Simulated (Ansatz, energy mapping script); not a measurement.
# NiO: exchange couplings from total energies

Aim: the exchange couplings of NiO from the energies of a few collinear orders, and the ordering temperature that they give.

Main program and level: Ansatz 0.2.0; PBE; plane waves, collinear spin, no spin–orbit coupling.

**What experiment says.**

“Local correlations, non-local screening, multiplets, and band formation in NiO” (2012, arxiv:1210.6675) quotes from earlier work for NiO, rock salt (NaCl structure) (bulk NiO, value quoted from literature): ordering temperature (Neel temperature) 523 K [Literature value cited from ref 1 in the introduction].

In doubt: warnings of the run leave room for a lower electronic state (steps 3, 4, 6), so energies may not be the lowest and differences between runs may mislead.

**1. Starting point**

The structure is cubic, space group Fm-3m (No. 225). Conventional cell: a = 4.172 Å, b = 4.172 Å, c = 4.172 Å, α = 90.00°, β = 90.00°, γ = 90.00°. Nearest to Ni lie 6 O at 2.09 Å. Nearest to O lie 6 Ni at 2.09 Å. Farther neighbours and most contacts between anions are not listed.

A plain semilocal functional is the cheapest rung. It tends to spread open shells too far.

**2. Run 1 (parallel; cell A, 4 atoms)**

The parallel order is the zero of energy for this cell and mesh.

File input.yaml:

```yaml
crystal:
  lattice:
    - [0.0, -2.085901641, -2.085901641]
    - [0.0, 2.085901641, -2.085901641]
    - [4.171803282, 0.0, 0.0]
  atoms:
    - { symbol: Ni, position: [0.5, 0.5, 0.5], spin: 2.0 }
    - { symbol: Ni, position: [0.0, 0.0, 0.0], spin: 2.0 }
    - { symbol: O, position: [0.5, 0.5, 0.0] }
    - { symbol: O, position: [0.0, 0.0, 0.5] }
magnetization:
  spin_polarized: true
kpoints:
  mp_grid: { grid: [9, 9, 6] }
hamiltonian:
  xc: pbe
scf:
  occupations: { method: fermi_dirac, width: 0.05 }
output:
  eigenvalues: true
```

Command:

```bash
$ ansatz run input.yaml --threads 4 --pin off --max-ram 8192MiB --backend cpu --events-out ev --progress --plain --runs-dir out
```

Numbers of over 12 decimals in the logs are rounded to 6 here.

Output:

```text
Engine: ansatz 0.2.0, aarch64-unknown-linux-gnu
Pseudopotentials: kind: paw
Pseudopotential: Ni, paw, valence charge 18, recommended cutoff 420 eV (normal), Ni.paw.azcp
Pseudopotential: O, paw, valence charge 6, recommended cutoff 420 eV (normal), O.paw.azcp
Functional definition: PBE
  parameter kappa = 0.804
  parameter beta = 0.066725
  exchange = pbe_x(kappa = kappa, mu = beta*pi^2/3)
  correlation = pbe_c(beta = beta)
Crystal: 4 atoms, lattice volume = 36.303 Å³
Basis set: ecut = 420 eV, 681 PW (Γ)
Bands: 32, of which v1, the nominal top of the filled ones, is band 24 counted from 1 (23 counted from 0)
Symmetry: 32 space group operations
Space group: Fm-3m (ITA 225), of the structure as read, at distance tolerance 3.3e-5 Å
Magnetic group: BNS 225.116 (UNI 1618), of the structure as read, at distance tolerance 3.3e-5 Å
k-points: 60 of 486
Non-local potential: Ni, projectors of the file, l = 0: 3, l = 1: 2, l = 2: 3, l = 3: 1
Non-local potential: O, projectors of the file, l = 0: 2, l = 1: 2, l = 2: 1
PAW form: soft (Blöchl's): semilocal exchange-correlation on the pseudo side does not see the compensation charge
PAW one-centre angular grid: Ni, 590 points (default); XC on 64 Gauss nodes
PAW one-centre angular grid: O, 110 points (default); XC on 64 Gauss nodes
Initial density: superposition of atomic densities (chi_scale 0.1, normalization cell, long waves kept (reshape's long-wave potential 0.00 eV rms))
Starting moments: Σ|m| = 4 μB on 2 of 4 sites
Initial wavefunctions: pseudopotential atomic-orbital guess
Functional: x = pbe(κ = 0.804, μ = 0.219515), c = pbe(β = 0.066725)
SCF iter   1: F=—  HF=-12809.691756 eV  |F-HF|=—  |Δ(HF+E_count)|=         —  Δρ=2.74e-1 (↑7.00e-2 ↓2.74e-1)  dr2=1.70e1  dr2_m=7.74e0  M=1.244 μB ∫|m|=1.244 μB  β_m=0.30  ethr=3.10e-3  ⟨swp⟩=5.3  Hψ=13702  notcnv=0  defer=8
Mixer restart at iter 1: flushing history
preconditioner: auto → Kerker (q_TF=auto, 2.858 Å⁻¹)  [metal: Δε(μ)=0.010 eV  Ē_g=12.519 eV  σ=0.050 eV  W_gap=0.05  n_scr=14 (ndim 8)  ℏωp=34.9 eV  f_vac=0.000  D(μ)=3.21/eV (n_scr^D=36)]
spin=Collinear: Kerker preconditioning applied to the charge; magnetization (m = ρ↑ − ρ↓) channel mixes plain (no charge-response kernel on spin).
SCF iter   2: F=—  HF=-12810.355962 eV  |F-HF|=—  |Δ(HF+E_count)|=   6.64e-1  Δρ=1.11e-1 (↑4.85e-2 ↓1.11e-1)  dr2=1.70e0  dr2_m=1.80e0  M=1.916 μB ∫|m|=1.917 μB  β_m=0.39  ethr=3.10e-3  ⟨swp⟩=3.0  Hψ=8718  notcnv=0  defer=229
SCF iter   3: F=—  HF=-12811.051768 eV  |F-HF|=—  |Δ(HF+E_count)|=   6.96e-1  Δρ=5.63e-2 (↑1.69e-2 ↓5.63e-2)  dr2=7.89e-1  dr2_m=3.27e-1  M=2.105 μB ∫|m|=2.106 μB  β_m=0.50  ethr=3.10e-3  ⟨swp⟩=2.0  Hψ=5293  notcnv=0  defer=226
SCF iter   4: F=—  HF=-12811.278446 eV  |F-HF|=—  |Δ(HF+E_count)|=   2.27e-1  Δρ=2.54e-2 (↑1.97e-2 ↓2.54e-2)  dr2=4.99e-2  dr2_m=1.44e-1  M=2.592 μB ∫|m|=2.595 μB  β_m=0.75  ethr=1.64e-3  ⟨swp⟩=2.1  Hψ=5498  notcnv=0  defer=227
SCF iter   5: F=—  HF=-12811.327658 eV  |F-HF|=—  |Δ(HF+E_count)|=         —  Δρ=1.59e-2 (↑1.59e-2 ↓1.31e-2)  dr2=8.53e-3  dr2_m=6.61e-2  M=3.279 μB ∫|m|=3.288 μB  β_m=0.75  ethr=1.04e-4  ⟨swp⟩=2.3  Hψ=7869  notcnv=0  defer=245
Mixer restart at iter 5: flushing history
SCF iter   6: F=—  HF=-12811.341149 eV  |F-HF|=—  |Δ(HF+E_count)|=   1.35e-2  Δρ=1.18e-2 (↑9.69e-3 ↓1.18e-2)  dr2=5.88e-3  dr2_m=3.65e-2  M=3.404 μB ∫|m|=3.416 μB  β_m=0.74  ethr=1.78e-5  ⟨swp⟩=1.8  Hψ=5377  notcnv=0  defer=245
SCF iter   7: F=—  HF=-12811.353998 eV  |F-HF|=—  |Δ(HF+E_count)|=   1.28e-2  Δρ=5.90e-3 (↑5.90e-3 ↓3.40e-3)  dr2=1.20e-2  dr2_m=9.41e-4  M=3.490 μB ∫|m|=3.505 μB  β_m=0.73  ethr=1.23e-5  ⟨swp⟩=2.1  Hψ=7456  notcnv=0  defer=245
SCF iter   8: F=—  HF=-12811.346750 eV  |F-HF|=—  |Δ(HF+E_count)|=   7.25e-3  Δρ=2.61e-3 (↑2.61e-3 ↓1.33e-3)  dr2=3.19e-3  dr2_m=3.67e-4  M=3.537 μB ∫|m|=3.554 μB  β_m=0.69  ethr=1.23e-5  ⟨swp⟩=2.1  Hψ=8346  notcnv=0  defer=259
SCF iter   9: F=—  HF=-12811.346144 eV  |F-HF|=—  |Δ(HF+E_count)|=   6.06e-4  Δρ=4.94e-4 (↑4.94e-4 ↓2.45e-4)  dr2=1.19e-4  dr2_m=1.70e-5  M=3.517 μB ∫|m|=3.533 μB  β_m=0.84  ethr=6.65e-6  ⟨swp⟩=2.2  Hψ=5164  notcnv=0  defer=259
SCF iter  10: F=—  HF=-12811.346182 eV  |F-HF|=—  |Δ(HF+E_count)|=   3.83e-5  Δρ=3.53e-4 (↑3.29e-4 ↓3.53e-4)  dr2=9.71e-6  dr2_m=3.35e-5  M=3.511 μB ∫|m|=3.527 μB  β_m=0.92  ethr=2.48e-7  ⟨swp⟩=2.2  Hψ=5113  notcnv=0  defer=259
SCF iter  11: F=—  HF=-12811.346202 eV  |F-HF|=—  |Δ(HF+E_count)|=   2.03e-5  Δρ=5.86e-5 (↑4.66e-5 ↓5.86e-5)  dr2=1.55e-7  dr2_m=8.58e-7  M=3.508 μB ∫|m|=3.524 μB  β_m=0.95  ethr=2.02e-8  ⟨swp⟩=2.0  Hψ=5778  notcnv=0  defer=259
SCF iter  12: F=—  HF=-12811.346203 eV  |F-HF|=—  |Δ(HF+E_count)|=   1.73e-7  Δρ=1.38e-5 (↑8.32e-6 ↓1.38e-5)  dr2=3.67e-8  dr2_m=2.98e-8  M=3.507 μB ∫|m|=3.524 μB  β_m=0.97  ethr=3.23e-10  ⟨swp⟩=2.0  Hψ=6757  notcnv=0  defer=259
SCF iter  13: F=-12811.346203 eV  HF=-12811.346203 eV  |F-HF|=2.96e-9  |Δ(HF+E_count)|=   2.70e-8  Δρ=5.23e-6 (↑2.00e-6 ↓5.23e-6)  dr2=8.10e-9  dr2_m=2.96e-9  M=3.507 μB ∫|m|=3.524 μB  ethr=7.65e-11  ⟨swp⟩=6.5  Hψ=13270  notcnv=0
SCF 1 converged in 13 iterations: F = -12811.346203 eV  dr2 = 8.10e-9
  greatest PAW one-centre occupation: 1.002 electrons in one spin orbital (limit 2), on the Ni atom at site 1 (counted from 0), in its partial waves of l = 1
SCF converged after 13 iterations
Magnetization: 3.5075 μB (25.7537 up, 22.2463 down)
Absolute magnetization: 3.5225 μB (∫|ρ↑−ρ↓|, with the PAW one-centre terms)
Spin contamination: 0.0126 ħ² per cell (⟨S²⟩ above its minimum at these occupations)
Per-site moments (μB) at R_I (Å): [(1.415721, 0.860434), (1.415721, 0.860434), (0.282357, 0.860434), (0.282357, 0.860434)]
Free energy (F): -12811.346203 eV
Harris-Foulkes:  -12811.346203 eV  (|F-HF|=2.96e-9)
Internal energy: -12811.330564 eV  (E = F + TS)
E sigma→0 (E₀):  -12811.338383 eV
Entropy (-TS):   -0.015639 eV (-3.910 meV/atom)
Fermi energy:    14.524029 eV
--- Per-component energies (eV) ---
  E_band       = -650.715043
  E_kinetic    = 904.328987
  E_local      = -7985.498274  (includes V_loc(G=0)·N_el)
  E_nonlocal   = 1385.595045
  E_hartree    = 3290.284823
  E_xc         = -312.149110
  E_vxc        = -400.441979  (∫ρ·V_xc dr)
  E_paw        = -3584.300475  (= ΣΔE_a)
  E_vpaw       = -1135.267625  (= ΣTr[D̂ρ^β])
  E_aug_tail   = 0.006261  (compensation charges beyond the density's cutoff)
  E_ewald      = -6509.597821
  E_smearing   = -0.015639  (= −TS)
  E_closure    = 0.000000  (closes the sum)
  Σ components = -12811.346203   (vs F -12811.346203, Δ=0.00e0)
--- Band table (eV; the first three rows and the last of 120) ---
  k-point 0 ↑: bands = [... 20 lower, 11.8513, 11.8561, 11.8561, 12.2827, 12.8765, 12.8765, 15.9990, 20.5935, ... 4 higher]
  k-point 1 ↑: bands = [... 20 lower, 12.2627, 12.2627, 12.3542, 12.4811, 12.9256, 12.9256, 16.6871, 20.7576, ... 4 higher]
  k-point 2 ↑: bands = [... 20 lower, 12.7097, 12.7097, 12.7756, 12.7976, 13.0023, 13.0023, 18.2474, 20.7711, ... 4 higher]
  k-point 59 ↓: bands = [... 20 lower, 13.8057, 13.8057, 14.8561, 14.8561, 15.6329, 15.6329, 23.5860, 23.5860, ... 4 higher]
```

Wall time 3.3 s (4 threads of Arm Neoverse V1, shared host); peak memory 0.41 GiB.

Spin moment in the sphere by atom:

```csv
atom,spin moment in the sphere (μB)
Ni1,1.42
Ni2,1.42
O3,0.28
O4,0.28
```

The run ends ferromagnetic.

**3. Order 2: compensated +−, cell A of 4 atoms**

This order reverses 8 of the 12 neighbours at 2.95 Å, 0 of the 6 neighbours at 4.17 Å and 16 of the 24 neighbours at 5.11 Å, counted for an average magnetic atom.

input.yaml: that of step 2 with these lines changed.

```diff
@@ -7,3 +7,3 @@
     - { symbol: Ni, position: [0.5, 0.5, 0.5], spin: 2.0 }
-    - { symbol: Ni, position: [0.0, 0.0, 0.0], spin: 2.0 }
+    - { symbol: Ni, position: [0.0, 0.0, 0.0], spin: -2.0 }
     - { symbol: O, position: [0.5, 0.5, 0.0] }
```

Output:

```text
[...]
Crystal: 4 atoms, lattice volume = 36.303 Å³
Basis set: ecut = 420 eV, 681 PW (Γ)
Bands: 32, of which v1, the nominal top of the filled ones, is band 24 counted from 1 (23 counted from 0)
Symmetry: 16 space group operations
[...]
k-points: 60 of 486
[...]
Starting moments: Σ|m| = 4 μB on 2 of 4 sites
Starting magnetic order: antiferromagnet; a translation exchanges its spin sublattices: spin-degenerate at every k-point
[...]
SCF iter   1: F=—  HF=-12809.704296 eV  |F-HF|=—  |Δ(HF+E_count)|=         —  Δρ=2.04e-1 (↑2.04e-1 ↓2.04e-1)  dr2=1.71e1  dr2_m=8.28e0  M=0.000 μB ∫|m|=1.061 μB  β_m=0.30  ethr=3.10e-3  ⟨swp⟩=5.2  Hψ=6864  notcnv=0  defer=21
[...]
SCF iter  15: F=-12811.270996 eV  HF=-12811.270996 eV  |F-HF|=6.66e-10  |Δ(HF+E_count)|=   5.96e-9  Δρ=1.39e-6 (↑1.39e-6 ↓1.39e-6)  dr2=1.40e-9  dr2_m=1.27e-10  M=0.000 μB ∫|m|=3.122 μB  ethr=3.24e-11  ⟨swp⟩=7.3  Hψ=6971  notcnv=0
SCF 1 converged in 15 iterations: F = -12811.270996 eV  dr2 = 1.40e-9
[...]
WARN: an SCF from ferromagnetic starting moments (-2.00, -2.00, 0.00, 0.00 Bohr magnetons, atom by atom) was not made, by what the run has read of turns of its moments that order reads lower: the deck asks for what bars it, or types moments that do (magnetization.spin_polarized, in the input reference, names some of the keys), or the run goes by scf.lower_state_search: light, the default, which as a rule tries one only behind a close that has lost an order of both signs, or on which an open d or half-filled 4f shell of a PAW file has lost a moment that was set nearer to Hund's than to what is left; [rest of the remark cut]
SCF converged after 15 iterations
Magnetization: 0.0000 μB (24.0000 up, 24.0000 down)
Absolute magnetization: 3.1317 μB (∫|ρ↑−ρ↓|, with the PAW one-centre terms)
[...]
Per-site moments (μB) at R_I (Å): [(1.378942, 0.860434), (-1.378942, 0.860434), (-0.084504, 0.860434), (0.084504, 0.860434)]
Free energy (F): -12811.270996 eV
[...]
Internal energy: -12811.246798 eV  (E = F + TS)
E sigma→0 (E₀):  -12811.258897 eV
Entropy (-TS):   -0.024198 eV (-6.050 meV/atom)
Fermi energy:    14.570524 eV
[...]
--- Band table (eV; the first three rows and the last of 120) ---
  k-point 0 ↑: bands = [... 20 lower, 12.1140, 12.3997, 13.4587, 13.4587, 14.1253, 14.4766, 16.1692, 20.8248, ... 4 higher]
  k-point 1 ↑: bands = [... 20 lower, 12.5081, 12.5081, 13.5210, 13.5210, 14.1212, 14.7037, 16.8837, 21.0041, ... 4 higher]
  k-point 2 ↑: bands = [... 20 lower, 12.9105, 12.9105, 13.6455, 13.6455, 14.1130, 14.9506, 18.5013, 21.0633, ... 4 higher]
  k-point 59 ↓: bands = [... 20 lower, 13.3774, 13.3858, 13.4747, 13.7920, 14.7955, 15.5792, 23.1005, 23.5229, ... 4 higher]
```

Run time: 2.7 s. Hardware: 4 threads; peak memory 0.42 GiB; 9.6 s of CPU time.

Spin moment in the sphere by atom:

```
atom  spin moment in the sphere (μB)
 Ni1                            1.38
 Ni2                           -1.38
  O3                           -0.08
  O4                            0.08
```

The run ends antiferromagnetic, 39.74 meV a magnetic atom above the parallel order of its cell (energies taken at zero occupation width, not the printed F).

**4. Parallel start in cell B (4 atoms)**

The parallel order again, as the reference for this cell.

This run holds the same structure in another cell (c 4.172 → 5.109 Å, α 90.0 → 73.2°, β 90.0 → 73.2°, γ 90.0 → 60.0°).

input.yaml, the sections that differ from step 3:

```yaml
crystal:
  lattice:
    - [0.0, -2.085901641, -2.085901641]
    - [-2.085901641, 0.0, -2.085901641]
    - [2.085901641, 2.085901641, -4.171803282]
  atoms:
    - { symbol: Ni, position: [0.5, 0.5, 0.5], spin: 2.0 }
    - { symbol: Ni, position: [0.0, 0.0, 0.0], spin: 2.0 }
    - { symbol: O, position: [0.75, 0.75, 0.75] }
    - { symbol: O, position: [0.25, 0.25, 0.25] }
kpoints:
  mp_grid: { grid: [10, 10, 10] }
# magnetization, hamiltonian, scf, output: as in step 3
```

Output:

```text
[...]
Crystal: 4 atoms, lattice volume = 36.303 Å³
Basis set: ecut = 420 eV, 683 PW (Γ)
Bands: 32, of which v1, the nominal top of the filled ones, is band 24 counted from 1 (23 counted from 0)
Symmetry: 24 space group operations
[...]
k-points: 116 of 1000
[...]
Starting moments: Σ|m| = 4 μB on 2 of 4 sites
[...]
k-point 0 ↑: bands = [... 20 lower, 11.8680, 12.5739, 12.5739, 13.1068, 14.8161, 14.8161, 15.9996, 20.0574, ... 4 higher]
  k-point 1 ↑: bands = [... 20 lower, 12.0159, 12.5539, 12.5539, 13.0734, 14.7688, 14.7688, 16.1919, 20.0369, ... 4 higher]
  k-point 2 ↑: bands = [... 20 lower, 12.4465, 12.4962, 12.4962, 12.9817, 14.6304, 14.6304, 16.6903, 19.9432, ... 4 higher]
  k-point 115 ↓: bands = [... 20 lower, 13.8704, 13.8704, 15.2682, 15.2682, 15.8796, 15.8796, 23.0782, 23.0782, ... 4 higher]
[key lines of the parts left out:]
SCF converged after 14 iterations
Magnetization: 3.4551 μB (25.7276 up, 22.2724 down)
Free energy (F): -12811.341873 eV
Fermi energy:    14.530490 eV
```

It took 6.9 s on 4 threads; peak memory 0.5 GiB.

The run ends ferromagnetic. For each magnetic atom its energy differs from the parallel run of the first cell by 3.24 meV, an error that one common reference would have brought in.

**5. Compensated +− start in cell B (4 atoms)**

This order reverses 6 of the 12 neighbours at 2.95 Å, 6 of the 6 neighbours at 4.17 Å and 12 of the 24 neighbours at 5.11 Å, counted for an average magnetic atom.

input.yaml: that of step 4 with these lines changed.

```diff
@@ -7,3 +7,3 @@
     - { symbol: Ni, position: [0.5, 0.5, 0.5], spin: 2.0 }
-    - { symbol: Ni, position: [0.0, 0.0, 0.0], spin: 2.0 }
+    - { symbol: Ni, position: [0.0, 0.0, 0.0], spin: -2.0 }
     - { symbol: O, position: [0.75, 0.75, 0.75] }
```

Output:

```text
[...]
Crystal: 4 atoms, lattice volume = 36.303 Å³
Basis set: ecut = 420 eV, 683 PW (Γ)
Bands: 32, of which v1, the nominal top of the filled ones, is band 24 counted from 1 (23 counted from 0)
Symmetry: 12 space group operations
[...]
k-points: 116 of 1000
[...]
Starting moments: Σ|m| = 4 μB on 2 of 4 sites
[...]
k-point 0 ↑: bands = [... 20 lower, 12.4544, 13.3985, 13.3985, 13.6714, 16.0668, 16.0668, 16.1552, 20.1401, ... 4 higher]
  k-point 1 ↑: bands = [... 20 lower, 12.6583, 13.3913, 13.3913, 13.6415, 16.0269, 16.0269, 16.3491, 20.1268, ... 4 higher]
  k-point 2 ↑: bands = [... 20 lower, 13.0054, 13.3903, 13.3903, 13.5615, 15.9155, 15.9155, 16.8508, 20.0521, ... 4 higher]
  k-point 115 ↓: bands = [... 20 lower, 13.4481, 13.6138, 13.7450, 13.8462, 15.5724, 15.6219, 22.8069, 22.9497, ... 4 higher]
[key lines of the parts left out:]
SCF converged after 10 iterations
Magnetization: 0.0000 μB (24.0000 up, 24.0000 down)
Free energy (F): -12811.875872 eV
Fermi energy:    14.506797 eV
```

Wall time 3.6 s (4 threads); peak memory 0.49 GiB; 13 s of CPU time.

The run ends antiferromagnetic, 271.98 meV a magnetic atom below the parallel order of its cell.

**6. Order 5: parallel, cell C of 6 atoms**

The parallel order again, as the reference for this cell.

File input.yaml:

```yaml
crystal:
  lattice:
    - [0.0, 2.085901641, 2.085901641]
    - [-2.085901641, 0.0, -2.085901641]
    - [-4.171803282, -4.171803282, 4.171803282]
  atoms:
    - { symbol: Ni, position: [0.0, 0.0, 0.0], spin: 2.0 }
    - { symbol: Ni, position: [0.333333333, 0.666666667, 0.666666667], spin: 2.0 }
    - { symbol: Ni, position: [0.666666667, 0.333333333, 0.333333333], spin: 2.0 }
    - { symbol: O, position: [0.666666667, 0.333333333, 0.833333333] }
    - { symbol: O, position: [0.0, 0.0, 0.5] }
    - { symbol: O, position: [0.333333333, 0.666666667, 0.166666667] }
magnetization:
  spin_polarized: true
kpoints:
  mp_grid: { grid: [10, 10, 4] }
hamiltonian:
  xc: pbe
scf:
  occupations: { method: fermi_dirac, width: 0.05 }
output:
  eigenvalues: true
```

Output:

```text
[...]
Crystal: 6 atoms, lattice volume = 54.454 Å³
Basis set: ecut = 420 eV, 1057 PW (Γ)
Bands: 47, of which v1, the nominal top of the filled ones, is band 36 counted from 1 (35 counted from 0)
Symmetry: 36 space group operations
[...]
k-points: 50 of 400
[...]
Starting moments: Σ|m| = 6 μB on 3 of 6 sites
[...]
k-point 0 ↑: bands = [... 32 lower, 12.3691, 12.8005, 12.8005, 14.3148, 14.3148, 14.3148, 14.3148, 15.9994, ... 7 higher]
  k-point 1 ↑: bands = [... 32 lower, 12.5158, 12.5562, 13.0152, 13.7537, 13.7537, 14.6839, 14.6839, 16.4992, ... 7 higher]
  k-point 2 ↑: bands = [... 32 lower, 13.0569, 13.0569, 13.0569, 13.0569, 13.1043, 14.8137, 14.8137, 17.5854, ... 7 higher]
  k-point 49 ↓: bands = [... 32 lower, 13.8580, 14.9215, 15.2609, 15.2609, 15.6675, 16.0100, 16.0100, 23.0899, ... 7 higher]
[key lines of the parts left out:]
SCF converged after 13 iterations
Magnetization: 5.2003 μB (38.6002 up, 33.3998 down)
Free energy (F): -19217.012834 eV
Fermi energy:    14.535647 eV
```

Run time: 6.9 s. Hardware: 4 threads; peak memory 0.52 GiB; 26 s of CPU time.

The run ends ferromagnetic. For each magnetic atom its energy differs from the parallel run of the first cell by 3.11 meV, an error that one common reference would have brought in.

**7. Run 6 (uncompensated ++−; cell C, 6 atoms)**

This order reverses 4 of the 12 neighbours at 2.95 Å, 4 of the 6 neighbours at 4.17 Å and 12 of the 24 neighbours at 5.11 Å, counted for an average magnetic atom.

input.yaml: that of step 6 with these lines changed.

```diff
@@ -8,3 +8,3 @@
     - { symbol: Ni, position: [0.333333333, 0.666666667, 0.666666667], spin: 2.0 }
-    - { symbol: Ni, position: [0.666666667, 0.333333333, 0.333333333], spin: 2.0 }
+    - { symbol: Ni, position: [0.666666667, 0.333333333, 0.333333333], spin: -2.0 }
     - { symbol: O, position: [0.666666667, 0.333333333, 0.833333333] }
```

Output:

```text
[...]
Crystal: 6 atoms, lattice volume = 54.454 Å³
Basis set: ecut = 420 eV, 1057 PW (Γ)
Bands: 47, of which v1, the nominal top of the filled ones, is band 36 counted from 1 (35 counted from 0)
Symmetry: 12 space group operations
[...]
k-points: 50 of 400
[...]
Starting moments: Σ|m| = 6 μB on 3 of 6 sites
[...]
k-point 0 ↑: bands = [... 32 lower, 13.2765, 13.2765, 13.4406, 14.3452, 14.3452, 15.7324, 15.7324, 16.0957, ... 7 higher]
  k-point 1 ↑: bands = [... 32 lower, 13.2834, 13.2834, 13.5116, 14.1284, 14.1284, 15.7999, 15.7999, 16.5983, ... 7 higher]
  k-point 2 ↑: bands = [... 32 lower, 13.2478, 13.2478, 13.5715, 13.8306, 13.8306, 15.8586, 15.8586, 17.6428, ... 7 higher]
  k-point 49 ↓: bands = [... 32 lower, 13.8103, 13.8126, 13.8524, 15.2302, 15.5659, 15.5699, 16.0233, 22.8832, ... 7 higher]
[key lines of the parts left out:]
SCF converged after 14 iterations
Magnetization: 1.9988 μB (36.9994 up, 35.0006 down)
Free energy (F): -19217.577560 eV
Fermi energy:    14.509606 eV
```

The job ended after 7.3 s (4 threads; peak memory 0.53 GiB).

The run ends ferrimagnetic, 193.04 meV a magnetic atom below the parallel order of its cell.

(Part 1 of 2 ends here.)

[Logs and program files are shortened in this print: banners, set-up blocks, solver, clock and traceback lines can be left out without a mark of their own.]

[Logs are printed without paths, hosts, clocks, repeated set-up lines and the standing remarks that a program may print on its own settings, such as how far it seeks lower states.]

[Hosts, paths, dates, database ids (printed as entryN), source tags and the programs' standing remarks are cut or masked in the printed files.]

[Where a cell is said to come from a database of computed structures, the database is the Materials Project.]
